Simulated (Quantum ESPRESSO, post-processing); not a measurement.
# Al(100), 5 layers: vacuum convergence, part 2 of 2

Which setting serves for Al(100), 5 layers? The runs below step through one kind of setting.

Quantum ESPRESSO 7.5; plane-wave DFT, PBE, PseudoDojo norm-conserving pseudopotentials.

So far. Step 3 (Electrostatic potential): Inside the slab this potential holds the local part of the pseudopotentials, which can be repulsive at the nuclei; only its value in the vacuum has a meaning of its own. Step 5 (Potential by pp.x): Counted from each run's own zero (the Fermi level), the vacuum level differs from the first run's by -3 meV.

## 6. Ground state: 14 Å of vacuum

c4.in

```
&control
  prefix = 'c4'
  outdir = './out'
  pseudo_dir = './pseudo'
  calculation = 'scf'
  tprnfor = .true.
/
&system
  ibrav = 0
  nat = 5
  ntyp = 1
  ecutwfc = 32
  ecutrho = 128
  occupations = 'smearing'
  smearing = 'mv'
  degauss = 0.02
/
&electrons
  conv_thr = 1e-07
  mixing_beta = 0.4
  electron_maxstep = 120
  mixing_mode = 'local-TF'
/
ATOMIC_SPECIES
  Al  26.9815  Al.dojo-sr-pbe-0.4.1-standard.upf
CELL_PARAMETERS angstrom
  2.86378246380552 0.00000000000000 0.00000000000000
  0.00000000000000 2.86378246380552 0.00000000000000
  0.00000000000000 0.00000000000000 22.10000000000000
ATOMIC_POSITIONS crystal
  Al  0.000000000000 0.000000000000 0.316742081448
  Al  0.500000000000 0.500000000000 0.408371040724
  Al  0.000000000000 0.000000000000 0.500000000000
  Al  0.500000000000 0.500000000000 0.591628959276
  Al  0.000000000000 0.000000000000 0.683257918552
K_POINTS automatic
  8 8 1 0 0 0
```

The run is started by

```
$ OMP_NUM_THREADS=1 mpirun -n 4 pw.x -nk 4 -in c4.in > c4.out
```

Log:

```text
[banner, memory and clock lines left out]
Program PWSCF v.7.5 starts
[...]
Message from routine setup:
[...]
number of electrons       =        15.00
     number of Kohn-Sham states=           12
     kinetic-energy cutoff     =      32.0000  Ry
     charge density cutoff     =     128.0000  Ry
[...]
number of k points=    15  Marzari-Vanderbilt smearing, width (Ry)=  0.0200
[...]
Dense  grid:    29907 G-vectors     FFT dimensions: (  20,  20, 160)
[...]
negative rho (up, down):  1.539E-05 0.000E+00
     Starting wfcs are   20 randomized atomic wfcs
[...]
estimated scf accuracy    <       0.36021466 Ry
[...]
estimated scf accuracy    <       0.21642299 Ry
[...]
estimated scf accuracy    <       0.01271052 Ry
[...]
estimated scf accuracy    <       0.00863384 Ry
[...]
estimated scf accuracy    <       0.01284398 Ry
[...]
estimated scf accuracy    <       0.01073894 Ry
[...]
negative rho (up, down):  6.626E-04 0.000E+00
[...]
estimated scf accuracy    <       0.00217783 Ry
[...]
negative rho (up, down):  1.221E-07 0.000E+00
[...]
estimated scf accuracy    <       0.00911871 Ry
[...]
negative rho (up, down):  1.497E-03 0.000E+00
[...]
estimated scf accuracy    <       0.00192159 Ry
[...]
negative rho (up, down):  3.543E-04 0.000E+00
[...]
estimated scf accuracy    <       0.00356046 Ry
[...]
estimated scf accuracy    <       0.00036472 Ry
[...]
estimated scf accuracy    <       0.00000604 Ry
[...]
estimated scf accuracy    <       0.00000904 Ry
[...]
negative rho (up, down):  5.856E-06 0.000E+00
[...]
estimated scf accuracy    <       0.00000977 Ry
[...]
estimated scf accuracy    <       0.00000048 Ry
[...]
the Fermi energy is     1.4198 ev
!    total energy              =     -23.10260185 Ry
     estimated scf accuracy    <       0.00000002 Ry
     smearing contrib. (-TS)   =      -0.00226833 Ry
     internal energy E=F+TS    =     -23.10033352 Ry
[...]
one-electron contribution =    -182.79438630 Ry
     hartree contribution      =      95.13033861 Ry
     xc contribution           =     -10.59828885 Ry
     ewald contribution        =      75.16200302 Ry
     convergence has been achieved in  16 iterations
[...]
Total force =     0.000979     Total SCF correction =     0.000166
[...]
```

Run time: 5 s. Hardware: 4 MPI ranks of Arm Neoverse V2, shared host; peak memory 0.25 GiB.

Read from the output:

| Quantity | Value |
| --- | --- |
| Fermi energy | 1.420 eV |

The program's own clock; routines nest. Time by routine:

```
     routine  wall time (s)  calls
       PWSCF           4.49      1
   electrons           4.18      1
     c_bands           2.49     16
     cegterg           1.74     64
       h_psi            1.5    248
     mix_rho           1.06     16
    vloc_psi           0.94    248
        fftw           0.92   4636
        ffts           0.41   1041
    sum_band           0.31     16
      calbec           0.29    264
  add_vuspsi           0.28    248
h_psi:calbec           0.27    248
    v_of_rho           0.25     17
```

## 7. Potential by pp.x

c4.pot.in

```
&inputpp
  prefix = 'c4'
  outdir = './out'
  filplot = 'c4.pot.dat'
  plot_num = 11
/
```

The run is started by

```
$ OMP_NUM_THREADS=1 mpirun -n 4 pp.x -in c4.pot.in > c4.pot.out
```

Wall time 0.63 s (4 MPI ranks); peak memory 0.09 GiB.

This step gave:

* potential in the middle of the vacuum, over the Fermi level: 4.200 eV

Counted from each run's own zero (the Fermi level), the vacuum level differs from the first run's by -0 meV.

## 8. Ground state: 12 Å of vacuum

c6.in

```
&control
  prefix = 'c6'
  outdir = './out'
  pseudo_dir = './pseudo'
  calculation = 'scf'
  tprnfor = .true.
/
&system
  ibrav = 0
  nat = 5
  ntyp = 1
  ecutwfc = 32
  ecutrho = 128
  occupations = 'smearing'
  smearing = 'mv'
  degauss = 0.02
/
&electrons
  conv_thr = 1e-07
  mixing_beta = 0.4
  electron_maxstep = 120
  mixing_mode = 'local-TF'
/
ATOMIC_SPECIES
  Al  26.9815  Al.dojo-sr-pbe-0.4.1-standard.upf
CELL_PARAMETERS angstrom
  2.86378246380552 0.00000000000000 0.00000000000000
  0.00000000000000 2.86378246380552 0.00000000000000
  0.00000000000000 0.00000000000000 20.10000000000000
ATOMIC_POSITIONS crystal
  Al  0.000000000000 0.000000000000 0.298507462687
  Al  0.500000000000 0.500000000000 0.399253731343
  Al  0.000000000000 0.000000000000 0.500000000000
  Al  0.500000000000 0.500000000000 0.600746268657
  Al  0.000000000000 0.000000000000 0.701492537313
K_POINTS automatic
  8 8 1 0 0 0
```

The run is started by

```
$ OMP_NUM_THREADS=1 mpirun -n 4 pw.x -nk 4 -in c6.in > c6.out
```

Log:

```text
[banner, memory and clock lines left out]
Program PWSCF v.7.5 starts
[...]
Message from routine setup:
[...]
number of electrons       =        15.00
     number of Kohn-Sham states=           12
     kinetic-energy cutoff     =      32.0000  Ry
     charge density cutoff     =     128.0000  Ry
[...]
number of k points=    15  Marzari-Vanderbilt smearing, width (Ry)=  0.0200
[...]
Dense  grid:    27245 G-vectors     FFT dimensions: (  20,  20, 144)
[...]
negative rho (up, down):  7.793E-06 0.000E+00
     Starting wfcs are   20 randomized atomic wfcs
[...]
estimated scf accuracy    <       0.36403616 Ry
[...]
estimated scf accuracy    <       0.21639654 Ry
[...]
estimated scf accuracy    <       0.01186185 Ry
[...]
estimated scf accuracy    <       0.00920669 Ry
[...]
estimated scf accuracy    <       0.01076066 Ry
[...]
estimated scf accuracy    <       0.01056965 Ry
[...]
estimated scf accuracy    <       0.01031051 Ry
[...]
estimated scf accuracy    <       0.00441884 Ry
[...]
estimated scf accuracy    <       0.04438117 Ry
[...]
estimated scf accuracy    <       0.03632626 Ry
[...]
estimated scf accuracy    <       0.01315634 Ry
[...]
estimated scf accuracy    <       0.00526658 Ry
[...]
estimated scf accuracy    <       0.00007774 Ry
[...]
estimated scf accuracy    <       0.00025719 Ry
[...]
negative rho (up, down):  4.686E-07 0.000E+00
[...]
estimated scf accuracy    <       0.00044162 Ry
[...]
negative rho (up, down):  5.303E-05 0.000E+00
[...]
estimated scf accuracy    <       0.00015542 Ry
[...]
estimated scf accuracy    <       0.00008346 Ry
[...]
estimated scf accuracy    <       0.00004975 Ry
[...]
estimated scf accuracy    <       0.00001416 Ry
[...]
estimated scf accuracy    <       0.00000402 Ry
[...]
estimated scf accuracy    <       0.00000039 Ry
[...]
the Fermi energy is     1.9789 ev
!    total energy              =     -23.10260516 Ry
     estimated scf accuracy    <       0.00000004 Ry
     smearing contrib. (-TS)   =      -0.00226842 Ry
     internal energy E=F+TS    =     -23.10033674 Ry
[...]
one-electron contribution =    -136.07409265 Ry
     hartree contribution      =      72.07976424 Ry
     xc contribution           =     -10.59832014 Ry
     ewald contribution        =      51.49231181 Ry
     convergence has been achieved in  22 iterations
[...]
Total force =     0.000958     Total SCF correction =     0.000201
[...]
```

Wall time 5.8 s (4 MPI ranks); peak memory 0.24 GiB; 23 s of CPU time.

Numbers from this step:

- free energy: -314.3270 eV
- Fermi energy: 1.979 eV

The program's own clock; routines nest. Time by routine:

```
     routine  wall time (s)  calls
       PWSCF           5.23      1
   electrons           4.93      1
     c_bands           2.96     22
     cegterg           2.08     88
       h_psi           1.78    320
     mix_rho           1.18     22
    vloc_psi           1.12    320
        fftw           1.12   6106
        ffts           0.46   1253
    sum_band           0.39     22
      calbec           0.34    336
  add_vuspsi           0.33    320
    v_of_rho           0.32     23
h_psi:calbec           0.32    320
```

## 9. Electrostatic potential

c6.pot.in

```
&inputpp
  prefix = 'c6'
  outdir = './out'
  filplot = 'c6.pot.dat'
  plot_num = 11
/
```

The run is started by

```
$ OMP_NUM_THREADS=1 mpirun -n 4 pp.x -in c6.pot.in > c6.pot.out
```

The job ended after 0.63 s (4 MPI ranks; peak memory 0.09 GiB; 2.2 s of CPU time).

Numbers from this step:

| Property | Result |
| --- | --- |
| potential in the middle of the vacuum, over the Fermi level | 4.196 eV |

Counted from each run's own zero (the Fermi level), the vacuum level differs from the first run's by -4 meV.

## 10. Self-consistent run: 10 Å of vacuum

c8.in

```
&control
  prefix = 'c8'
  outdir = './out'
  pseudo_dir = './pseudo'
  calculation = 'scf'
  tprnfor = .true.
/
&system
  ibrav = 0
  nat = 5
  ntyp = 1
  ecutwfc = 32
  ecutrho = 128
  occupations = 'smearing'
  smearing = 'mv'
  degauss = 0.02
/
&electrons
  conv_thr = 1e-07
  mixing_beta = 0.4
  electron_maxstep = 120
  mixing_mode = 'local-TF'
/
ATOMIC_SPECIES
  Al  26.9815  Al.dojo-sr-pbe-0.4.1-standard.upf
CELL_PARAMETERS angstrom
  2.86378246380552 0.00000000000000 0.00000000000000
  0.00000000000000 2.86378246380552 0.00000000000000
  0.00000000000000 0.00000000000000 18.10000000000000
ATOMIC_POSITIONS crystal
  Al  0.000000000000 0.000000000000 0.276243093923
  Al  0.500000000000 0.500000000000 0.388121546961
  Al  0.000000000000 0.000000000000 0.500000000000
  Al  0.500000000000 0.500000000000 0.611878453039
  Al  0.000000000000 0.000000000000 0.723756906077
K_POINTS automatic
  8 8 1 0 0 0
```

The run is started by

```
$ OMP_NUM_THREADS=1 mpirun -n 4 pw.x -nk 4 -in c8.in > c8.out
```

Log:

```text
[banner, memory and clock lines left out]
Program PWSCF v.7.5 starts
[...]
Message from routine setup:
[...]
number of electrons       =        15.00
     number of Kohn-Sham states=           12
     kinetic-energy cutoff     =      32.0000  Ry
     charge density cutoff     =     128.0000  Ry
[...]
number of k points=    15  Marzari-Vanderbilt smearing, width (Ry)=  0.0200
[...]
Dense  grid:    24463 G-vectors     FFT dimensions: (  20,  20, 125)
[...]
negative rho (up, down):  3.420E-08 0.000E+00
     Starting wfcs are   20 randomized atomic wfcs
[...]
estimated scf accuracy    <       0.36527251 Ry
[...]
estimated scf accuracy    <       0.21676818 Ry
[...]
estimated scf accuracy    <       0.01174661 Ry
[...]
estimated scf accuracy    <       0.00905902 Ry
[...]
estimated scf accuracy    <       0.01023502 Ry
[...]
estimated scf accuracy    <       0.00983835 Ry
[...]
estimated scf accuracy    <       0.00911726 Ry
[...]
estimated scf accuracy    <       0.00676092 Ry
[...]
estimated scf accuracy    <       0.01082976 Ry
[...]
estimated scf accuracy    <       0.00234299 Ry
[...]
estimated scf accuracy    <       0.00173014 Ry
[...]
estimated scf accuracy    <       0.00066230 Ry
[...]
estimated scf accuracy    <       0.00025035 Ry
[...]
estimated scf accuracy    <       0.00000113 Ry
[...]
estimated scf accuracy    <       0.00000457 Ry
[...]
estimated scf accuracy    <       0.00000015 Ry
[...]
the Fermi energy is     2.6625 ev
!    total energy              =     -23.10257274 Ry
     estimated scf accuracy    <       0.00000001 Ry
     smearing contrib. (-TS)   =      -0.00226844 Ry
     internal energy E=F+TS    =     -23.10030430 Ry
[...]
one-electron contribution =     -92.46524148 Ry
     hartree contribution      =      50.65197755 Ry
     xc contribution           =     -10.59839323 Ry
     ewald contribution        =      29.31135286 Ry
     convergence has been achieved in  17 iterations
[...]
Total force =     0.000970     Total SCF correction =     0.000100
[...]
```

Elapsed: 4 s, on 4 MPI ranks; peak memory 0.23 GiB.

This step gave:

| Quantity | Value |
| --- | --- |
| free energy | -314.3265 eV |
| Fermi energy | 2.663 eV |

## 11. Electrostatic potential

c8.pot.in

```
&inputpp
  prefix = 'c8'
  outdir = './out'
  filplot = 'c8.pot.dat'
  plot_num = 11
/
```

The run is started by

```
$ OMP_NUM_THREADS=1 mpirun -n 4 pp.x -in c8.pot.in > c8.pot.out
```

It took 0.62 s on 4 MPI ranks; peak memory 0.09 GiB; 2.1 s of CPU time.

Numbers from this step:

- potential in the middle of the vacuum, over the Fermi level: 4.193 eV

Counted from each run's own zero (the Fermi level), the vacuum level differs from the first run's by -7 meV.

## 12. Self-consistent run: 8 Å of vacuum

c10.in

```
&control
  prefix = 'c10'
  outdir = './out'
  pseudo_dir = './pseudo'
  calculation = 'scf'
  tprnfor = .true.
/
&system
  ibrav = 0
  nat = 5
  ntyp = 1
  ecutwfc = 32
  ecutrho = 128
  occupations = 'smearing'
  smearing = 'mv'
  degauss = 0.02
/
&electrons
  conv_thr = 1e-07
  mixing_beta = 0.4
  electron_maxstep = 120
  mixing_mode = 'local-TF'
/
ATOMIC_SPECIES
  Al  26.9815  Al.dojo-sr-pbe-0.4.1-standard.upf
CELL_PARAMETERS angstrom
  2.86378246380552 0.00000000000000 0.00000000000000
  0.00000000000000 2.86378246380552 0.00000000000000
  0.00000000000000 0.00000000000000 16.10000000000000
ATOMIC_POSITIONS crystal
  Al  0.000000000000 0.000000000000 0.248447204969
  Al  0.500000000000 0.500000000000 0.374223602484
  Al  0.000000000000 0.000000000000 0.500000000000
  Al  0.500000000000 0.500000000000 0.625776397516
  Al  0.000000000000 0.000000000000 0.751552795031
K_POINTS automatic
  8 8 1 0 0 0
```

The run is started by

```
$ OMP_NUM_THREADS=1 mpirun -n 4 pw.x -nk 4 -in c10.in > c10.out
```

Log:

```text
[banner, memory and clock lines left out]
Program PWSCF v.7.5 starts
[...]
Message from routine setup:
[...]
number of electrons       =        15.00
     number of Kohn-Sham states=           12
     kinetic-energy cutoff     =      32.0000  Ry
     charge density cutoff     =     128.0000  Ry
[...]
number of k points=    15  Marzari-Vanderbilt smearing, width (Ry)=  0.0200
[...]
Dense  grid:    21761 G-vectors     FFT dimensions: (  20,  20, 120)
[...]
Starting wfcs are   20 randomized atomic wfcs
[...]
estimated scf accuracy    <       0.35976897 Ry
[...]
estimated scf accuracy    <       0.21634661 Ry
[...]
estimated scf accuracy    <       0.01230530 Ry
[...]
estimated scf accuracy    <       0.00716598 Ry
[...]
estimated scf accuracy    <       0.01020183 Ry
[...]
estimated scf accuracy    <       0.00655068 Ry
[...]
estimated scf accuracy    <       0.00033500 Ry
[...]
estimated scf accuracy    <       0.00068667 Ry
[...]
estimated scf accuracy    <       0.00039218 Ry
[...]
estimated scf accuracy    <       0.00004023 Ry
[...]
estimated scf accuracy    <       0.00000241 Ry
[...]
estimated scf accuracy    <       0.00000136 Ry
[...]
estimated scf accuracy    <       0.00000042 Ry
[...]
estimated scf accuracy    <       0.00000066 Ry
[...]
the Fermi energy is     3.5208 ev
!    total energy              =     -23.10238122 Ry
     estimated scf accuracy    <       0.00000003 Ry
     smearing contrib. (-TS)   =      -0.00229269 Ry
     internal energy E=F+TS    =     -23.10008852 Ry
[...]
one-electron contribution =     -53.13362598 Ry
     hartree contribution      =      31.45847436 Ry
     xc contribution           =     -10.59887041 Ry
     ewald contribution        =       9.17393351 Ry
     convergence has been achieved in  15 iterations
[...]
Total force =     0.000954     Total SCF correction =     0.000163
[...]
```

It took 3.3 s on 4 MPI ranks; peak memory 0.23 GiB.

Numbers from this step:

```
free energy  : -314.3239 eV
Fermi energy : 3.521 eV
```

## 13. Potential by pp.x

c10.pot.in

```
&inputpp
  prefix = 'c10'
  outdir = './out'
  filplot = 'c10.pot.dat'
  plot_num = 11
/
```

The run is started by

```
$ OMP_NUM_THREADS=1 mpirun -n 4 pp.x -in c10.pot.in > c10.pot.out
```

The job ended after 0.62 s (4 MPI ranks; peak memory 0.09 GiB).

This step gave:

```
potential in the middle of the vacuum, over the Fermi level : 4.167 eV
```

Counted from each run's own zero (the Fermi level), the vacuum level differs from the first run's by -34 meV.

## 14. The series side by side

All levels:

```csv
level,vacuum level over the Fermi level (eV),its change from the first (meV),energy from the first (meV an atom),SCF iterations,wall time (s),peak memory (GiB),CPU time (s)
24 Å of vacuum,4.2,0,0,19,8.54,0.3,33.8
18 Å of vacuum,4.198,-2.598,0.005225,17,6.11,0.27,24.1
14 Å of vacuum,4.2,-0.178,-0.003646,16,5.04,0.25,19.81
12 Å of vacuum,4.196,-4.127,-0.01265,22,5.77,0.24,22.76
10 Å of vacuum,4.193,-7.206,0.07557,17,4,0.23,15.68
8 Å of vacuum,4.167,-33.67,0.5967,15,3.31,0.23,12.88
```

## 15. What came out

- vacuum level over the Fermi level, 24 Å of vacuum: 4.200 eV
- cheapest step of the main series that, with all steps before it, keeps the vacuum level within 20 meV of the first: 10 Å of vacuum: -7 meV, 16 s of CPU time against 34 s
- setting with the largest shift of the level: 8 Å of vacuum: -34 meV

**Reading.** The cheapest step of the main series that, with all steps before it, keeps the vacuum level within 20 meV of the first is 10 Å of vacuum: -7 meV, 16 s of CPU time against 34 s. Over the series the energy moves by up to 0.597 meV an atom and the vacuum level by up to 34 meV. The level is read in the middle of the vacuum, where a short gap still holds the tails of both faces. The times come from a shared host and are rough. Peak memory is sampled during the run and can miss the peak. The geometry is as built, not relaxed.

[Logs are printed without paths, hosts, clocks, repeated set-up lines and the standing remarks that a program may print on its own settings, such as how far it seeks lower states.]

[Hosts, paths, dates, database ids (printed as entryN), source tags and the programs' standing remarks are cut or masked in the printed files.]

[Maps of the electrostatic potential energy from Ansatz leave out the sawtooth potential of an applied field or a dipole correction, so their vacuum need not be flat; planar profiles and work functions include it.]
